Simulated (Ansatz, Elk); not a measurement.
# MgBe3S4: X-ray structure factors from the self-consistent density

The structure of MgBe3S4 used here is made up (a known structure type with other elements) and was relaxed beforehand with PBE. The aim is the Fourier transform of its all-electron density, F(hkl), set beside the sum over free spherical atoms that refinements use.

Main program and level: Elk 11.2.3 (patched build); DFT, PBE, all-electron APW+lo, Dirac cores, scalar-relativistic bands, static density, no spin.

The structure was built from a prototype and need not be the compound's stable phase.

### 1. The structure

The structure is cubic, space group P-43m (No. 215). Conventional cell: a = 5.093 Å, b = 5.093 Å, c = 5.093 Å, α = 90.00°, β = 90.00°, γ = 90.00°. Nearest to S lie 3 Be at 2.16 Å and 1 Mg at 2.37 Å. Mg has 4 S at 2.37 Å nearest. Nearest to Be lie 4 S at 2.16 Å. Farther neighbours and most contacts between anions are not listed.

### 2. Ground state and structure factors

An all-electron density is needed, since X-rays see the cores too. Task 0 finds the density and task 195 Fourier-transforms it; tshift is off so that phases refer to the origin typed.

elk.in reads:

```
tasks
  0
  195

xctype
  20

spinpol
  .false.

rgkmax
  7.0

gmaxvr
  14.0

lmaxo
  7

lmaxapw
  8

swidth
  0.002

tshift
  .false.

ramdisk
  .false.

hmaxvr
  5.5

maxscl
  120

epspot
  1e-06

sppath
  './'

avec
  9.62381274510 -0.00000000000 -0.00000000000
  -0.00000000000 9.62381274510 -0.00000000000
  -0.00000000000 -0.00000000000 9.62381274510

atoms
  3
  'S.in'
  4
  0.2314997910 0.2314997910 0.2314997910   0.000000 0.000000 0.000000
  0.2314997910 0.7685002090 0.7685002090   0.000000 0.000000 0.000000
  0.7685002090 0.2314997910 0.7685002090   0.000000 0.000000 0.000000
  0.7685002090 0.7685002090 0.2314997910   0.000000 0.000000 0.000000
  'Mg.in'
  1
  0.5000000000 0.5000000000 0.5000000000   0.000000 0.000000 0.000000
  'Be.in'
  3
  0.5000000000 -0.0000000000 -0.0000000000   0.000000 0.000000 0.000000
  -0.0000000000 0.5000000000 -0.0000000000   0.000000 0.000000 0.000000
  -0.0000000000 0.0000000000 0.5000000000   0.000000 0.000000 0.000000

ngridk
  5 5 5
```

On the command line:

```
> OMP_NUM_THREADS=4 elk
```

Numbers of over 12 decimals in the logs are rounded to 6 here.

Log:

```text
┌─────────────────────────┐
│ Elk code version 11.2.3 │
└─────────────────────────┘

All units are atomic (Hartree, Bohr, etc.)

┌─────────────────────────────────────────────────┐
│ Ground-state run starting from atomic densities │
└─────────────────────────────────────────────────┘

Lattice vectors :
   9.623812745      -0.000000000      -0.000000000
  -0.000000000       9.623812745      -0.000000000
  -0.000000000      -0.000000000       9.623812745

Reciprocal lattice vectors :
  0.6528790069       0.000000000       0.000000000
   0.000000000      0.6528790069       0.000000000
   0.000000000       0.000000000      0.6528790069

Unit cell volume      :    891.3360922
Brillouin zone volume :   0.2782903280

Muffin-tin inner radius fraction :   0.1000000000E-01

Nuclei treated as point charges

Species : 1 (S)
 parameters loaded from : S.in
 name : sulphur
 nuclear charge    :   -16.00000000
 electronic charge :    16.00000000
 atomic mass :    58450.91931
 muffin-tin radius :    2.200000000
 number of radial points in muffin-tin :    793
 inner part over the whole radius :   0.9890556315E-02
 number on inner part of muffin-tin    :    554
 approximate nuclear radius :   0.6195814986E-04
 number of mesh points to nuclear radius :    251
 atomic positions (lattice), magnetic fields (Cartesian) :
  1 :   0.23149979  0.23149979  0.23149979    0.00000000  0.00000000  0.00000000
  2 :   0.23149979  0.76850021  0.76850021    0.00000000  0.00000000  0.00000000
  3 :   0.76850021  0.23149979  0.76850021    0.00000000  0.00000000  0.00000000
  4 :   0.76850021  0.76850021  0.23149979    0.00000000  0.00000000  0.00000000

Species : 2 (Mg)
 parameters loaded from : Mg.in
 name : magnesium
 nuclear charge    :   -12.00000000
 electronic charge :    12.00000000
 atomic mass :    44305.30466
 muffin-tin radius :    2.200000000
 number of radial points in muffin-tin :    793
 inner part over the whole radius :   0.9941530515E-02
 number on inner part of muffin-tin    :    552
 approximate nuclear radius :   0.5710277704E-04
 number of mesh points to nuclear radius :    241
 atomic positions (lattice), magnetic fields (Cartesian) :
  1 :   0.50000000  0.50000000  0.50000000    0.00000000  0.00000000  0.00000000

Species : 3 (Be)
 parameters loaded from : Be.in
 name : beryllium
 nuclear charge    :   -4.000000000
 electronic charge :    4.000000000
 atomic mass :    16428.20280
 muffin-tin radius :    1.800000000
 number of radial points in muffin-tin :    593
 inner part over the whole radius :   0.9826427374E-02
 number on inner part of muffin-tin    :    403
 approximate nuclear radius :   0.4290726161E-04
 number of mesh points to nuclear radius :    156
 atomic positions (lattice), magnetic fields (Cartesian) :
  1 :   0.50000000  0.00000000  0.00000000    0.00000000  0.00000000  0.00000000
  2 :   0.00000000  0.50000000  0.00000000    0.00000000  0.00000000  0.00000000
  3 :   0.00000000  0.00000000  0.50000000    0.00000000  0.00000000  0.00000000

Total number of atoms per unit cell :    8
Total muffin-tin volume :    296.2982639
 ratio of muffin-tin to unit cell volume :   0.3324203592

Spin treatment :
 spin-unpolarised

Number of Bravais lattice symmetries :   48
Number of crystal symmetries         :   24
Crystal has no inversion symmetry
Complex Hermitian eigensolver will be used

k-point grid :      5     5     5
k-point offset :    0.000000000       0.000000000       0.000000000
k-point set is reduced with full crystal symmetry group
Total number of k-points :       14

Muffin-tin radius times maximum |G+k| :    7.000000000
 using average radius
Maximum |G+k| for APW functions       :    3.414634146
Maximum (1/2)|G+k|²                   :    5.829863177
Maximum |G| for potential and density :    14.00000000
Constant for pseudocharge density :    8
 order of it for each species :   15  15  15
 order of it for pair densities of each species (exact exchange by exxq0 0: 16) :   11  11   6
Radial integration step length :    1

[...]
xc potential                :     -171.99634872798
 exchange                    :     -124.70621391563
 correlation                 :     -3.340709
 electron entropic           :    -0.45584108866361E-11
 total energy                :     -1847.5587861388

Density of states at Fermi energy :   0.5001375739E-07
 (states/Hartree/unit cell)

Estimated indirect band gap :   0.1320556272
 from k-point 1 to k-point 1
Estimated direct band gap   :   0.1320556272
 at k-point 1

Charges :
 core                        :    48.00000000
 valence                     :    40.00000000
 interstitial                :    10.14308769
 muffin-tins (core leakage)
  species : 1 (S)
[...]
species : 2 (Mg)
[...]
species : 3 (Be)
[...]
total in muffin-tins        :    77.85691231
 total calculated charge     :    87.99613431
 total charge                :    88.00000000
 error                       :   0.3865688669E-02

RMS change in Kohn-Sham potential (target) :    5.797683449     (  0.1000000000E-05)
Absolute change in total energy (target)   :    4.650415938     (  0.1000000000E-03)

[... loops 3 to 13 left out ...]

┌──────────────────┐
│ Loop number : 14 │
└──────────────────┘

Energies :
 Fermi                       :     0.161780
 sum of occupied eigenvalues :     -1019.4957848580
 electron kinetic            :      1848.5074804067
 core electron kinetic       :      1725.6366691626
 Coulomb                     :     -3562.4017137240
 Coulomb potential           :     -2702.8652063291
 nuclear-nuclear             :     -320.10254488205
 electron-nuclear            :     -3787.7666985831
 Hartree                     :      545.46752974121
 Madelung                    :     -2210.9691105594
 xc potential                :     -165.13805893559
 exchange                    :     -124.50547355753
 correlation                 :     -3.345077
 electron entropic           :    -0.45313323926000E-11
 total energy                :     -1841.7447838714

Density of states at Fermi energy :   0.5002794472E-07
 (states/Hartree/unit cell)

Estimated indirect band gap :   0.1195156764
 from k-point 1 to k-point 1
Estimated direct band gap   :   0.1195156764
 at k-point 1

Charges :
 core                        :    48.00000000
 valence                     :    40.00000000
 interstitial                :    10.44716799
 muffin-tins (core leakage)
  species : 1 (S)
[...]
species : 2 (Mg)
[...]
species : 3 (Be)
[...]
total in muffin-tins        :    77.55283201
 total calculated charge     :    87.99618815
 total charge                :    88.00000000
 error                       :   0.3811845205E-02

RMS change in Kohn-Sham potential (target) :   0.4964789573E-06 (  0.1000000000E-05)
Absolute change in total energy (target)   :   0.9930975421E-04 (  0.1000000000E-03)

Convergence targets achieved

┌──────────────────┐
│ Loop number : 15 │
└──────────────────┘

Energies :
 Fermi                       :     0.161780
 sum of occupied eigenvalues :     -1019.4957805755
 electron kinetic            :      1848.5074812198
 core electron kinetic       :      1725.6366700644
 Coulomb                     :     -3562.4017111708
 Coulomb potential           :     -2702.8652054601
 nuclear-nuclear             :     -320.10254488205
 electron-nuclear            :     -3787.7666941732
 Hartree                     :      545.46752788445
 Madelung                    :     -2210.9691084407
 xc potential                :     -165.13805633517
 exchange                    :     -124.50547330357
 correlation                 :     -3.345077
 electron entropic           :    -0.45313319523538E-11
 total energy                :     -1841.7447802653

Density of states at Fermi energy :   0.5002794768E-07
 (states/Hartree/unit cell)

Estimated indirect band gap :   0.1195156210
 from k-point 1 to k-point 1
Estimated direct band gap   :   0.1195156210
 at k-point 1

Charges :
 core                        :    48.00000000
 valence                     :    40.00000000
 interstitial                :    10.44716822
 muffin-tins (core leakage)
  species : 1 (S)
[...]
species : 2 (Mg)
[...]
species : 3 (Be)
   atom 1                    :    2.748690973     (  0.1121260383E-02)
   atom 2                    :    2.748690973     (  0.1121260383E-02)
   atom 3                    :    2.748690973     (  0.1121260383E-02)
 total in muffin-tins        :    77.55283178
 total calculated charge     :    87.99618815
 total charge                :    88.00000000
 error                       :   0.3811845264E-02

┌──────────────────────────────┐
│ Self-consistent loop stopped │
└──────────────────────────────┘

Warning : core states of species 3 leak from the muffin-tin :   0.1121260383E-02

Wrote STATE.OUT
```

Elapsed: 21 s, on 4 threads of AMD EPYC 9B45 (Zen 5), shared host; peak memory 0.23 GiB.

SFACRHO.OUT:

```text

h k l indices transformed by vhmat matrix:
   1.000000000       0.000000000       0.000000000    
   0.000000000       1.000000000       0.000000000    
   0.000000000       0.000000000       1.000000000    

      h      k      l  multipl.   |H|            Re(F)            Im(F)           |F|

      0      0      0      1   0.0000000       87.999998      0.91052418E-15   87.999998    
      0      0      1      6  0.65287901     -0.68720854      0.91451175E-14  0.68720854    
      0     -1      1     12  0.92331035       7.7768576      0.12164717E-14   7.7768576    
     -1     -1     -1      4   1.1308196      -16.293873       47.806708       50.507144    
      1     -1     -1      4   1.1308196      -16.293873      -47.806708       50.507144    
      0      0     -2      6   1.3057580      -28.881855      0.38746463E-13   28.881855    
     -1     -2      0     24   1.4598818      -11.223073     -0.18544305E-13   11.223073    
     -2      1      1     12   1.5992204       5.6602165       9.1471999       10.756827    
      1      2      1     12   1.5992204       5.6602165      -9.1471999       10.756827    
     -2      2      0     12   1.8466207       48.465085      0.14360378E-13   48.465085    
     -2      1     -2     12   1.9586370      -1.8812189      -1.9886157       2.7374399    
      2      1     -2     12   1.9586370      -1.8812189       1.9886157       2.7374399    
     -3      0      0      6   1.9586370      -18.170149     -0.10109992E-15   18.170149    
      0      3     -1     24   2.0645847       4.2276905     -0.68479257E-14   4.2276905    
      3     -1      1     12   2.1653547      -11.986353      -31.838574       34.020104    
      1     -3     -1     12   2.1653547      -11.986353       31.838574       34.020104    
      2      2      2      4   2.2616392      -19.336928      0.31446497       19.339485    
      2      2     -2      4   2.2616392      -19.336928     -0.31446497       19.339485
```

Elk indexes on the primitive cell of elk.in and gives |H| = 4π sin θ/λ in inverse bohr. Below, one row stands for each form hkl of the conventional cell (m members, Friedel mates merged), F is for one primitive cell and the density is static (no thermal factor). Free-atom factors are Waasmaier and Kirfel's, and R is Σm||F|−|F'||/Σm|F|.

```csv
hkl,m,sin θ/λ (Å⁻¹),"abs F, DFT",neutral atoms,diff.,abs of complex diff.
100,6,0.098,0.687,0.818,-0.131,0.131
110,12,0.139,7.777,7.813,-0.036,0.036
111,8,0.170,50.507,49.518,+0.989,0.990
200,6,0.196,28.882,28.587,+0.295,0.295
210,24,0.220,11.223,11.309,-0.086,0.086
211,24,0.240,10.757,10.886,-0.130,0.159
220,12,0.278,48.465,48.574,-0.109,0.109
221,24,0.294,2.737,2.635,+0.102,0.103
300,6,0.294,18.170,18.278,-0.108,0.108
310,24,0.310,4.228,4.233,-0.006,0.006
311,24,0.326,34.020,34.411,-0.391,0.402
222,8,0.340,19.339,19.510,-0.170,0.196
320,24,0.354,5.868,5.904,-0.037,0.037
321,48,0.367,9.416,9.439,-0.022,0.109
```

### 3. The highest occupied states alone

An energy window below the Fermi level keeps the highest occupied states, to see at which angles they scatter; shallow core shells can lie inside it and anion s states outside. No new self-consistency is needed.

Edit elk.in of step 2 so:

```diff
@@ -1,3 +1,2 @@
 tasks
-  0
   195
@@ -40,2 +39,5 @@
 
+wsfac
+  -0.389460 0.461780
+
 sppath
```

On the command line:

```
> OMP_NUM_THREADS=4 elk
```

Log:

```text
┌─────────────────────────────────┐
│ Elk code version 11.2.3 started │
└─────────────────────────────────┘

Info(readinput): the functional depends on the density's gradient
 muffin-tin radial points multiplied by    2.00000
 (not where nrmtscf is given)

┌────────────────────┐
│ Current task : 195 │
└────────────────────┘

Info(sfacrho): density structure factors written to SFACRHO.OUT

 Energy window :  -0.3894600000      0.4617800000

┌──────────────────┐
│ Elk code stopped │
└──────────────────┘
```

The job ended after 6.1 s (4 threads; peak memory 0.18 GiB; 6.9 s of CPU time).

States within 15 eV below the Fermi level hold 32.00 electrons; any levels below the window count with the cores. Their amplitudes can exceed the total, where window and core parts have opposite phase:

```csv
hkl,sin θ/λ (Å⁻¹),"abs F, window","abs F, all"
100,0.098,2.435,0.687
110,0.139,0.153,7.777
111,0.170,10.388,50.507
200,0.196,6.481,28.882
210,0.220,0.379,11.223
211,0.240,0.844,10.757
220,0.278,1.620,48.465
221,0.294,0.137,2.737
300,0.294,0.325,18.170
310,0.310,0.011,4.228
```

### 4. Another functional

The difference from free atoms is small, so it is set against the change that LDA (Perdew-Wang) makes.

Edit elk.in of step 3 so:

```diff
@@ -1,2 +1,3 @@
 tasks
+  0
   195
@@ -4,3 +5,3 @@
 xctype
-  20
+  3
 
@@ -39,5 +40,2 @@
 
-wsfac
-  -0.389460 0.461780
-
 sppath
```

On the command line:

```
> OMP_NUM_THREADS=4 elk
```

Log:

```text
┌─────────────────────────┐
│ Elk code version 11.2.3 │
└─────────────────────────┘

All units are atomic (Hartree, Bohr, etc.)

┌─────────────────────────────────────────────────┐
│ Ground-state run starting from atomic densities │
└─────────────────────────────────────────────────┘

Lattice vectors :
   9.623812745      -0.000000000      -0.000000000
  -0.000000000       9.623812745      -0.000000000
  -0.000000000      -0.000000000       9.623812745

Reciprocal lattice vectors :
  0.6528790069       0.000000000       0.000000000
[...]
species : 1 (S)
[...]
species : 2 (Mg)
[...]
species : 3 (Be)
[...]
atom 2                    :    2.755580850     (  0.1222184312E-02)
   atom 3                    :    2.755580850     (  0.1222184312E-02)
 total in muffin-tins        :    77.49238623
 total calculated charge     :    87.99591149
 total charge                :    88.00000000
 error                       :   0.4088505466E-02

┌──────────────────────────────┐
│ Self-consistent loop stopped │
└──────────────────────────────┘

Warning : core states of species 3 leak from the muffin-tin :   0.1222184312E-02

Wrote STATE.OUT
[key lines of the parts left out:]
total energy                :     -1835.6744320002
```

It took 16 s on 4 threads; peak memory 0.22 GiB.

Against the first run R = 0.19 %; the largest change is -0.080 at 620.

### 5. Basis size

The basis and the expansions that go with it are enlarged, to see whether the differences are converged.

Edit elk.in of step 4 so:

```diff
@@ -5,3 +5,3 @@
 xctype
-  3
+  20
 
@@ -11,12 +11,12 @@
 rgkmax
-  7.0
+  8.5
 
 gmaxvr
-  14.0
+  18.0
 
 lmaxo
-  7
+  9
 
 lmaxapw
-  8
+  10
```

On the command line:

```
> OMP_NUM_THREADS=4 elk
```

Log:

```text
┌─────────────────────────┐
│ Elk code version 11.2.3 │
└─────────────────────────┘

All units are atomic (Hartree, Bohr, etc.)

┌─────────────────────────────────────────────────┐
│ Ground-state run starting from atomic densities │
└─────────────────────────────────────────────────┘

Lattice vectors :
   9.623812745      -0.000000000      -0.000000000
  -0.000000000       9.623812745      -0.000000000
  -0.000000000      -0.000000000       9.623812745

Reciprocal lattice vectors :
  0.6528790069       0.000000000       0.000000000
[...]
species : 1 (S)
[...]
species : 2 (Mg)
[...]
species : 3 (Be)
[...]
atom 2                    :    2.749240911     (  0.1121608355E-02)
   atom 3                    :    2.749240911     (  0.1121608355E-02)
 total in muffin-tins        :    77.55696012
 total calculated charge     :    87.99627592
 total charge                :    88.00000000
 error                       :   0.3724078152E-02

┌──────────────────────────────┐
│ Self-consistent loop stopped │
└──────────────────────────────┘

Warning : core states of species 3 leak from the muffin-tin :   0.1121608355E-02

Wrote STATE.OUT
[key lines of the parts left out:]
total energy                :     -1841.7459071801
```

It took 69 s on 4 threads; peak memory 0.54 GiB; 3.4 min of CPU time.

Against the first run R = 0.00 %; the largest change is -0.004 at 333.

### 6. Settings against the effect

```csv
run,R against the first run (%),"R against neutral atoms, low angle (%)",wall time
"PBE, rgkmax 7",0.00,1.05,21 s
LDA (Perdew-Wang),0.19,0.98,16 s
rgkmax 8.5 with larger expansions,0.00,1.04,69 s
```

### 7. Summary of results

```json
{
 "R against neutral atoms, sin θ/λ < 0.3 Å⁻¹": "1.05 %",
 "R against neutral atoms, 0.3 to 0.82 Å⁻¹": "0.29 %"
}
```

In words: Independent neutral atoms miss the calculated amplitudes by R = 1.05 % below 0.3 Å⁻¹ and 0.29 % from there to 0.82 Å⁻¹; by shells, 1.25 % below 0.15 Å⁻¹ (2 forms), 1.04 % 0.15 to 0.3 (7 forms), 0.51 % 0.3 to 0.45 (13 forms), 0.25 % above 0.45 (69 forms). Bonding, aspherical density and the tables' own atoms all enter these figures, and the runs don't part them. The largest change of an amplitude is +0.99 electrons, at 111. R counts amplitudes alone; phases shift too. Weak lines can change much in proportion: 100 goes from 0.82 to 0.69. The window's part falls from 32.0 electrons at the origin to at most 0.45 between 0.45 and 0.82 Å⁻¹. Below 0.3 Å⁻¹ the changes that finished (LDA (Perdew-Wang) and rgkmax 8.5 with larger expansions) move F by R = 0.07 % at most, against the 1.05 % that separates it from free atoms. The k-mesh has no finished test. Part of the difference isn't bonding: the tables are fits to free atoms and ions calculated by other methods than this functional. Thermal motion, anomalous dispersion and extinction are left out.

[Logs are printed without paths, hosts, clocks, repeated set-up lines and the standing remarks that a program may print on its own settings, such as how far it seeks lower states.]

[Hosts, paths, dates, database ids (printed as entryN), source tags and the programs' standing remarks are cut or masked in the printed files.]
